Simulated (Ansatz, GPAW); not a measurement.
## BAs (110), 5 units in an electric field

How does BAs (110), 5 units screen a perpendicular field?

Method: Ansatz plane waves; layer without images along its normal, relaxation of atoms and in-plane cell, in the first sound run; inputs show where later runs differ, in GPAW 26.7.0 and Ansatz 0.2.0.

**1. The structure**

The cell holds 10 atoms: 5 B and 5 As. Its edges and angles: a = 3.380 Å, b = 4.780 Å, c = 20.760 Å, α = 90.0°, β = 90.0°, γ = 90.0°. It derives from BAs (zincblende BAs). Vacuum lies along c.

**2. Relaxing the atoms**

Forces are removed first; all later runs use this geometry.

The input, input.yaml:

```yaml
crystal:
  lattice:
    - [3.37997041, 0.0, 0.0]
    - [0.0, 4.78, 0.0]
    - [0.0, 0.0, 20.7599408281]
  atoms:
    - { symbol: B, position: [0.5, 0.5, 0.337187859] }
    - { symbol: As, position: [0.0, 0.75, 0.337187859] }
    - { symbol: B, position: [0.0, 0.0, 0.4185939295] }
    - { symbol: As, position: [0.5, 0.25, 0.4185939295] }
    - { symbol: B, position: [0.5, 0.5, 0.5] }
    - { symbol: As, position: [0.0, 0.75, 0.5] }
    - { symbol: B, position: [0.0, 0.0, 0.5814060705] }
    - { symbol: As, position: [0.5, 0.25, 0.5814060705] }
    - { symbol: B, position: [0.5, 0.5, 0.662812141] }
    - { symbol: As, position: [0.0, 0.75, 0.662812141] }
  periodic: [true, true, false]
kpoints:
  mp_grid: { grid: [8, 6, 1] }
hamiltonian:
  xc: pbe
scf:
  occupations: { method: fermi_dirac, width: 0.05 }
relax:
  f_tol: 0.01
  max_steps: 90
  cell: {}
```

Run with:

```bash
$ ansatz run input.yaml --threads 2 --pin off --max-ram 4096MiB --backend cpu --events-out ev --progress --plain --runs-dir out
```

Numbers of over 12 decimals in the logs are rounded to 6 here.

What it wrote:

```text
Warning: crystal.periodic: the lattice vector that does not repeat stood 0.000° off the slab's normal, 20.760 Å along it as the deck builds it. The run solves the slab on a vector along the normal, 37.320 Å long, with every atom where it was (on the deck's vector they left 14.00 Å outside them, and the widest stretch free of ions among them is 1.69 Å). A fractional position that the run reports is one of the run's ce [...]
crystal.periodic: the lattice vector that does not repeat stood 0.000° off the slab's normal, 20.760 Å along it as the deck builds it. The run solves the slab on a vector along the normal, 37.320 Å long, with every atom where it was (on the deck's vector they left 14.00 Å outside them, and the widest stretch free of ions among them is 1.69 Å). A fractional position that the run reports is one of the run's cell, which [...]
Engine: ansatz 0.2.0, x86_64-unknown-linux-gnu
Pseudopotentials: kind: paw
Pseudopotential: B, paw, valence charge 3, recommended cutoff 420 eV (normal), B.paw.azcp
Pseudopotential: As, paw, valence charge 15, recommended cutoff 420 eV (normal), As.paw.azcp
Functional definition: PBE
  parameter kappa = 0.804
  parameter beta = 0.066725
  exchange = pbe_x(kappa = kappa, mu = beta*pi^2/3)
  correlation = pbe_c(beta = beta)
Crystal: 10 atoms, lattice volume = 602.950 Å³
Basis set: ecut = 420 eV, 11773 PW (Γ), exchange–correlation on 48×64×500 points (8 copies of the dense FFT grid, shifted against one another)
Bands: 55, of which v1, the nominal top of the filled ones, is band 45 counted from 1 (44 counted from 0)
Symmetry: 4 space group operations
Space group: Pmm2 (ITA 25), of the structure as read, at distance tolerance 8.4e-5 Å
k-points: 20 of 48 (time reversal used)
Non-local potential: B, projectors of the file, l = 0: 2, l = 1: 2, l = 2: 1
Non-local potential: As, projectors of the file, l = 0: 2, l = 1: 2, l = 2: 3, l = 3: 1
PAW form: soft (Blöchl's): semilocal exchange-correlation on the pseudo side does not see the compensation charge
PAW one-centre angular grid: B, 110 points (default); XC on 64 Gauss nodes
PAW one-centre angular grid: As, 590 points (default); XC on 64 Gauss nodes
Initial density: superposition of atomic densities (neutral atoms: chi_scale 0, normalization atom), corrected by the library's trained network
Initial wavefunctions: pseudopotential atomic-orbital guess
Functional: x = pbe(κ = 0.804, μ = 0.219515), c = pbe(β = 0.066725)
SCF iter   1: F=—  HF=-25055.920263 eV  |F-HF|=—  |Δ(HF+E_count)|=         —  Δρ=4.88e-3  dr2=2.47e-1  ethr=1.77e-3  ⟨swp⟩=9.7  Hψ=5342  notcnv=0  defer=30
preconditioner: auto → LDOS  [metal: Δε(μ)=0.089 eV  Ē_g=9.563 eV  σ=0.050 eV  W_gap=0.38  n_scr=74 (ndim 8)  ℏωp=9.6 eV  f_vac=0.721  D(μ)=2.77/eV (n_scr^D=10)  β→1.0]
SCF iter   2: F=—  HF=-25055.881328 eV  |F-HF|=—  |Δ(HF+E_count)|=   3.89e-2  Δρ=1.57e-3  dr2=2.42e-2  ethr=2.75e-4  ⟨swp⟩=3.8  Hψ=2131  notcnv=0  defer=59
SCF iter   3: F=—  HF=-25055.876211 eV  |F-HF|=—  |Δ(HF+E_count)|=   5.12e-3  Δρ=8.53e-4  dr2=7.84e-3  ethr=2.69e-5  ⟨swp⟩=3.1  Hψ=2379  notcnv=0  defer=59
SCF iter   4: F=—  HF=-25055.875174 eV  |F-HF|=—  |Δ(HF+E_count)|=   1.04e-3  Δρ=4.00e-4  dr2=1.44e-3  ethr=8.71e-6  ⟨swp⟩=2.1  Hψ=1666  notcnv=0  defer=59
SCF iter   5: F=—  HF=-25055.875052 eV  |F-HF|=—  |Δ(HF+E_count)|=   1.23e-4  Δρ=1.17e-4  dr2=1.73e-4  ethr=1.60e-6  ⟨swp⟩=2.1  Hψ=1434  notcnv=0  defer=59
SCF iter   6: F=—  HF=-25055.875056 eV  |F-HF|=—  |Δ(HF+E_count)|=   3.96e-6  Δρ=3.01e-5  dr2=1.05e-5  ethr=1.92e-7  ⟨swp⟩=3.0  Hψ=1815  notcnv=0  defer=59
SCF iter   7: F=—  HF=-25055.875074 eV  |F-HF|=—  |Δ(HF+E_count)|=   1.85e-5  Δρ=9.59e-6  dr2=1.54e-6  ethr=1.16e-8  ⟨swp⟩=3.0  Hψ=2140  notcnv=0  defer=59
SCF iter   8: F=—  HF=-25055.875074 eV  |F-HF|=—  |Δ(HF+E_count)|=   1.71e-7  Δρ=2.72e-6  dr2=1.13e-7  ethr=1.71e-9  ⟨swp⟩=3.1  Hψ=2092  notcnv=0  defer=59
SCF iter   9: F=-25055.875074 eV  HF=-25055.875074 eV  |F-HF|=6.12e-9  |Δ(HF+E_count)|=   1.30e-7  Δρ=1.19e-6  dr2=1.57e-8  ethr=1.11e-10  ⟨swp⟩=6.0  Hψ=4373  notcnv=0
SCF 1 converged in 9 iterations: F = -25055.875074 eV  dr2 = 1.57e-8
  greatest PAW one-centre occupation: 0.999 electrons in one spin orbital (limit 2), on the As atom at site 7 (counted from 0), in its partial waves of l = 2
relax step   1: F+E_penalty+E_count = -25055.87507442 eV  Δ(F+E_penalty+E_count) = +0.000e0 eV  max|allowed force component| = 1.935e0 eV/Å  Δτ_max = 0.0000 Å  P = -0.927 N/m  Ω = 602.950 Å³  fix = [c, alpha, beta]  reactions: c +0.000 N/m  (9 SCF iters, dr2 threshold 1.00e-7 eV, accepted)
Crystal: 10 atoms, lattice volume = 606.208 Å³
Basis set: ecut = 420 eV, 11797 PW (Γ), exchange–correlation on 48×64×500 points (8 copies of the dense FFT grid, shifted against one another)
Initial density: handed on by an earlier stage of this run
Initial wavefunctions: those handed on with the density
iter 1 solved again at ethr=4.10e-4 eV; its pass at ethr=3.10e-3 eV (dr2=3.69e-1 eV) is discarded
SCF iter   1: F=—  HF=-25057.122534 eV  |F-HF|=—  |Δ(HF+E_count)|=         —  Δρ=7.12e-3  dr2=3.60e-1  ethr=4.10e-4  ⟨swp⟩=3.9  Hψ=5926  notcnv=0
preconditioner: auto → Resta (q_TF=auto, 1.985 Å⁻¹)  ε∞=2.0  [insulator: Δε(μ)=0.529 eV  Ē_g=9.603 eV  σ=0.050 eV  W_gap=0.99  n_scr=74 (ndim 8)  ℏωp=9.5 eV  f_vac=0.720  D(μ)=0.02/eV (n_scr^D=0)  ε∞_Penn≈2.0  vacuum switching on, ρ_ref=6.7e-3 e/Å³]
SCF iter   2: F=—  HF=-25057.059234 eV  |F-HF|=—  |Δ(HF+E_count)|=   6.33e-2  Δρ=3.06e-3  dr2=7.93e-2  ethr=4.00e-4  ⟨swp⟩=4.3  Hψ=1944  notcnv=0  defer=1
preconditioner: auto → LDOS  [insulator: Δε(μ)=0.261 eV  Ē_g=9.550 eV  σ=0.050 eV  W_gap=0.86  n_scr=74 (ndim 8)  ℏωp=9.5 eV  f_vac=0.721  D(μ)=0.25/eV (n_scr^D=2)  ε∞_Penn≈2.0  β→1.0]
SCF iter   3: F=—  HF=-25057.057352 eV  |F-HF|=—  |Δ(HF+E_count)|=   1.88e-3  Δρ=1.19e-3  dr2=3.71e-2  ethr=8.81e-5  ⟨swp⟩=4.5  Hψ=2302  notcnv=0  defer=3
SCF iter   4: F=—  HF=-25057.052043 eV  |F-HF|=—  |Δ(HF+E_count)|=   5.31e-3  Δρ=3.23e-4  dr2=1.08e-3  ethr=4.12e-5  ⟨swp⟩=3.1  Hψ=1866  notcnv=0  defer=55
SCF iter   5: F=—  HF=-25057.051904 eV  |F-HF|=—  |Δ(HF+E_count)|=   1.39e-4  Δρ=8.96e-5  dr2=7.13e-5  ethr=1.20e-6  ⟨swp⟩=3.0  Hψ=1774  notcnv=0  defer=55
SCF iter   6: F=—  HF=-25057.051921 eV  |F-HF|=—  |Δ(HF+E_count)|=   1.73e-5  Δρ=2.28e-5  dr2=2.80e-6  ethr=7.92e-8  ⟨swp⟩=3.6  Hψ=2543  notcnv=0  defer=55
SCF iter   7: F=-25057.051928 eV  HF=-25057.051928 eV  |F-HF|=4.61e-7  |Δ(HF+E_count)|=   6.77e-6  Δρ=6.42e-6  dr2=6.24e-7  ethr=1.11e-9  ⟨swp⟩=6.4  Hψ=4645  notcnv=0
SCF 2 converged in 7 iterations: F = -25057.051928 eV  dr2 = 6.24e-7
[...]
relax step   3: F+E_penalty+E_count = -25057.47571663 eV  Δ(F+E_penalty+E_count) = -4.238e-1 eV  max|allowed force component| = 6.661e-1 eV/Å  Δτ_max = 0.1949 Å  P = -1.369 N/m  Ω = 606.978 Å³  energy of the carried Pulay correction = -5.617e-4 eV  fix = [c, alpha, beta]  reactions: c +0.000 N/m  (7 SCF iters, dr2 threshold 1.00e-6 eV, accepted)
[...]
relax step   4: F+E_penalty+E_count = -25057.52144265 eV  Δ(F+E_penalty+E_count) = -4.573e-2 eV  max|allowed force component| = 4.612e-1 eV/Å  Δτ_max = 0.0853 Å  P = +1.122 N/m  Ω = 604.485 Å³  energy of the carried Pulay correction = -2.146e-4 eV  fix = [c, alpha, beta]  reactions: c +0.000 N/m  (7 SCF iters, dr2 threshold 1.00e-6 eV, accepted)
[...]
relax step   5: F+E_penalty+E_count = -25057.53778476 eV  Δ(F+E_penalty+E_count) = -1.634e-2 eV  max|allowed force component| = 5.320e-2 eV/Å  Δτ_max = 0.0181 Å  P = +0.092 N/m  Ω = 607.806 Å³  energy of the carried Pulay correction = -6.767e-4 eV  fix = [c, alpha, beta]  reactions: c +0.000 N/m  (6 SCF iters, dr2 threshold 1.00e-6 eV, accepted)
[...]
relax step   6: F+E_penalty+E_count = -25057.53820474 eV  Δ(F+E_penalty+E_count) = -4.200e-4 eV  max|allowed force component| = 1.835e-2 eV/Å  Δτ_max = 0.0042 Å  P = +0.015 N/m  Ω = 608.733 Å³  energy of the carried Pulay correction = -8.052e-4 eV  fix = [c, alpha, beta]  reactions: c +0.000 N/m  (5 SCF iters, dr2 threshold 1.77e-7 eV, accepted)
[...]
relax step   7: F+E_penalty+E_count = -25057.53823232 eV  Δ(F+E_penalty+E_count) = -2.758e-5 eV  max|allowed force component| = 1.606e-2 eV/Å  Δτ_max = 0.0042 Å  P = +0.020 N/m  Ω = 609.236 Å³  energy of the carried Pulay correction = -8.749e-4 eV  fix = [c, alpha, beta]  reactions: c +0.000 N/m  (6 SCF iters, dr2 threshold 2.11e-8 eV, accepted)
[...]
relax step   8: F+E_penalty+E_count = -25057.53823747 eV  Δ(F+E_penalty+E_count) = -5.144e-6 eV  max|allowed force component| = 1.935e-3 eV/Å  Δτ_max = 0.0010 Å  P = +0.000 N/m  Ω = 609.383 Å³  energy of the carried Pulay correction = -8.952e-4 eV  fix = [c, alpha, beta]  reactions: c +0.000 N/m  (5 SCF iters, dr2 threshold 1.61e-8 eV, accepted)
Basis set: ecut = 420 eV, 11895 PW (Γ), exchange–correlation on 48×72×500 points (8 copies of the dense FFT grid, shifted against one another)
Initial wavefunctions: pseudopotential atomic-orbital guess (no wavefunctions were taken with the density)
iter 1 solved again at ethr=2.48e-7 eV; its pass at ethr=3.10e-3 eV (dr2=2.23e-4 eV) is discarded
SCF iter   1: F=—  HF=-25057.539200 eV  |F-HF|=—  |Δ(HF+E_count)|=         —  Δρ=1.44e-5  dr2=1.25e-7  ethr=2.48e-7  ⟨swp⟩=5.3  Hψ=9788  notcnv=0
eigensolver tolerance schedule: the retry pair's looser diagonalisation over-reported the residual by 1789.08 of it (diagonalisation noise at 0.17 of the residual, at the tolerance the schedule requests for it); recorded, not acted on — ethr = c·dr2/N_el stays at c = 1.0e-1
preconditioner: auto → Resta (q_TF=auto, 1.984 Å⁻¹)  ε∞=2.0  [insulator: Δε(μ)=0.413 eV  Ē_g=9.552 eV  σ=0.050 eV  W_gap=0.96  n_scr=74 (ndim 8)  ℏωp=9.5 eV  f_vac=0.723  D(μ)=0.05/eV (n_scr^D=0)  ε∞_Penn≈2.0  vacuum switching on, ρ_ref=6.6e-3 e/Å³]
SCF iter   2: F=—  HF=-25057.539224 eV  |F-HF|=—  |Δ(HF+E_count)|=   2.39e-5  Δρ=7.59e-6  dr2=4.74e-8  ethr=1.38e-10  ⟨swp⟩=5.3  Hψ=3497  notcnv=0
SCF iter   3: F=—  HF=-25057.539242 eV  |F-HF|=—  |Δ(HF+E_count)|=   1.82e-5  Δρ=2.73e-6  dr2=1.28e-8  ethr=5.27e-11  ⟨swp⟩=3.2  Hψ=1882  notcnv=0
SCF iter   4: F=—  HF=-25057.539247 eV  |F-HF|=—  |Δ(HF+E_count)|=   4.72e-6  Δρ=5.35e-7  dr2=8.55e-9  ethr=1.42e-11  ⟨swp⟩=3.1  Hψ=1721  notcnv=0
SCF iter   5: F=—  HF=-25057.539247 eV  |F-HF|=—  |Δ(HF+E_count)|=   9.31e-8  Δρ=1.66e-7  dr2=1.26e-10  ethr=9.50e-12  ⟨swp⟩=2.5  Hψ=1442  notcnv=0
SCF iter   6: F=-25057.539247 eV  HF=-25057.539247 eV  |F-HF|=5.86e-9  |Δ(HF+E_count)|=   4.90e-8  Δρ=4.94e-8  dr2=1.34e-11  ethr=1.00e-12  ⟨swp⟩=7.1  Hψ=4943  notcnv=0
SCF 9 converged in 6 iterations: F = -25057.539247 eV  dr2 = 1.34e-11
relax step   9: F+E_penalty+E_count = -25057.53924689 eV  Δ(F+E_penalty+E_count) = -1.009e-3 eV  max|allowed force component| = 1.936e-3 eV/Å  Δτ_max = 0.0000 Å  P = +0.010 N/m  Ω = 609.383 Å³  fix = [c, alpha, beta]  reactions: c +0.000 N/m  stress off target by 1.63e-2 N/m on what of the cell is left free  SCF on the basis re-selected at this cell (its energy is not comparable with the rows above)  (6 SCF iters)
basis re-selected at this cell: Δ(F+E_penalty+E_count) = -1.009e-3 eV, ΔP = +0.009 N/m vs the last step (what re-selecting the basis moved, of the pressure what is left beyond the Pulay correction that the steps carried, after the strain that the cell walked since its last selection, with what the two solves' SCF thresholds leave and, on support functions, any second-order correction that the steps lacked; it is no measure of the basis error at this ecutwfc). The dense FFT grid was sized anew with the basis: this SCF ran on 24×36×250 points, the steps before it on 24×32×250, so part of this shift can come from that change (see relax.cell in the input reference). [rest of the remark cut]
SCF converged after 6 iterations
Free energy (F): -25057.539247 eV
Harris-Foulkes:  -25057.539247 eV  (|F-HF|=5.86e-9)
Internal energy: -25057.538636 eV  (E = F + TS)
E sigma→0 (E₀):  -25057.538941 eV
Entropy (-TS):   -0.000611 eV (-0.061 meV/atom)
Fermi energy:    -4.943122 eV
--- Per-component energies (eV) ---
  E_band       = -2459.292138
  E_kinetic    = 745.530619
  E_local      = -299303.463714  (includes V_loc(G=0)·N_el)
  E_nonlocal   = -3288.072232
  E_hartree    = 149414.163914
  E_xc         = -551.727864
  E_vxc        = -580.628895  (∫ρ·V_xc dr)
  E_paw        = -9573.656340  (= ΣΔE_a)
  E_vpaw       = 1139.013617  (= ΣTr[D̂ρ^β])
  E_aug_tail   = 0.000031  (compensation charges beyond the density's cutoff)
  E_ewald      = 137499.686951
  E_smearing   = -0.000611  (= −TS)
  E_closure    = -0.000000  (closes the sum)
  Σ components = -25057.539247   (vs F -25057.539247, Δ=0.00e0)
--- Forces (eV/Å), atoms counted from 1 ---
  atom   1  B     -0.00000000     0.00024438     0.00012629
  atom   2  As    -0.00000000    -0.00028778    -0.00020016
  atom   3  B     -0.00000000    -0.00055482     0.00193647
  atom   4  As    -0.00000000    -0.00027976     0.00001720
  atom   5  B     -0.00000000     0.00039567    -0.00000000
  atom   6  As    -0.00000000     0.00135968    -0.00000000
  atom   7  B     -0.00000000    -0.00055482    -0.00193647
  atom   8  As    -0.00000000    -0.00027976    -0.00001720
  atom   9  B     -0.00000000     0.00024438    -0.00012629
  atom  10  As    -0.00000000    -0.00028778     0.00020016
  max |Σ_I F_I| component: 6.30e-7 eV/Å
--- 2D stress c σ (N/m, compression-positive) ---
        0.003065      -0.000000       0.000000
       -0.000000       0.016339       0.000000
        0.000000       0.000000       0.000000
  P = ½ c Tr σ = 0.0097 N/m
--- Relaxed structure (8 steps of the walk, 8 accepted, 1 SCFs on fresh bases) ---
  F+E_penalty+E_count = -25057.53924689 eV   max|allowed force component| = 1.936e-3 eV/Å   (the final SCF, on the basis selected at the relaxed cell)
  cell:  # Å, volume = 609.3828 Å³
    - [3.370818, 0.0, 0.0]
    - [0.0, 4.844118, 0.0]
    - [0.0, 0.0, 37.319882]
  atoms:
    - { symbol: B, position: [0.500000, 0.545995, 0.197449] }
    - { symbol: As, position: [0, 0.753512, 0.182517] }
    - { symbol: B, position: [0, -0.016145, 0.232187] }
    - { symbol: As, position: [0.500000, 0.229954, 0.232366] }
    - { symbol: B, position: [0.500000, 0.486660, 0.278135] }
    - { symbol: As, position: [0, 0.736706, 0.278135] }
    - { symbol: B, position: [0, -0.016145, 0.324083] }
    - { symbol: As, position: [0.500000, 0.229954, 0.323904] }
    - { symbol: B, position: [0.500000, 0.545995, 0.358822] }
    - { symbol: As, position: [0, 0.753512, 0.373753] }
```

Run time: 2.9 min. Hardware: 2 threads of AMD EPYC 7R32 (Zen 2), shared host; peak memory 1.1 GiB; 5.8 min of CPU time.

Step by step:

| step | energy less that of the first step (eV) | largest force component (eV/Å) | volume (Å³) |
| --- | --- | --- | --- |
| 1 | 0.0000 | 1.9346 | 602.95 |
| 2 | -1.1769 | 1.4622 | 606.21 |
| 3 | -1.6006 | 0.6661 | 606.98 |
| 4 | -1.6464 | 0.4612 | 604.49 |
| 5 | -1.6627 | 0.0532 | 607.81 |
| 6 | -1.6631 | 0.0184 | 608.73 |
| 7 | -1.6632 | 0.0161 | 609.24 |
| 8 | -1.6632 | 0.0019 | 609.38 |
| 9* | -1.6642 | 0.0019 | 609.38 |

Relaxation steps marked * repeat the geometry before them on a plane-wave basis chosen anew for their cell, so energy and pressure can jump there.

Forces are held to the 4 operations that the run works with; a distortion that breaks them can't arise in this run.

| cell as run | before | after | change |
| --- | --- | --- | --- |
| a (Å) | 3.380 | 3.371 | -0.3 % |
| b (Å) | 4.780 | 4.844 | +1.3 % |

The atoms that moved most (Å, along periodic axes as changes of fractional coordinates times the final cell, across vacuum about the mean position):

| atom | dx | dy | dz | length |
| --- | --- | --- | --- | --- |
| B1 | 0.000 | 0.223 | 0.369 | 0.431 |
| B9 | 0.000 | 0.223 | -0.369 | 0.431 |
| As10 | 0.000 | 0.017 | 0.188 | 0.189 |
| As2 | 0.000 | 0.017 | -0.188 | 0.189 |
| As4 | 0.000 | -0.097 | -0.018 | 0.099 |
| As8 | 0.000 | -0.097 | 0.018 | 0.099 |
| B3 | 0.000 | -0.078 | -0.025 | 0.082 |
| B7 | 0.000 | -0.078 | 0.025 | 0.082 |

Numbers from this step:

* free energy: -25057.5392 eV
* smearing term TS: 6.11e-4 eV
* gap by band count: 0.4128 eV
* symmetry operations: 4

The relaxation lowered the energy of the cell by 1.66 eV.

[end of part 1 of 3]

[Logs are printed without paths, hosts, clocks, repeated set-up lines and the standing remarks that a program may print on its own settings, such as how far it seeks lower states.]

[Hosts, paths, dates, database ids (printed as entryN), source tags and the programs' standing remarks are cut or masked in the printed files.]
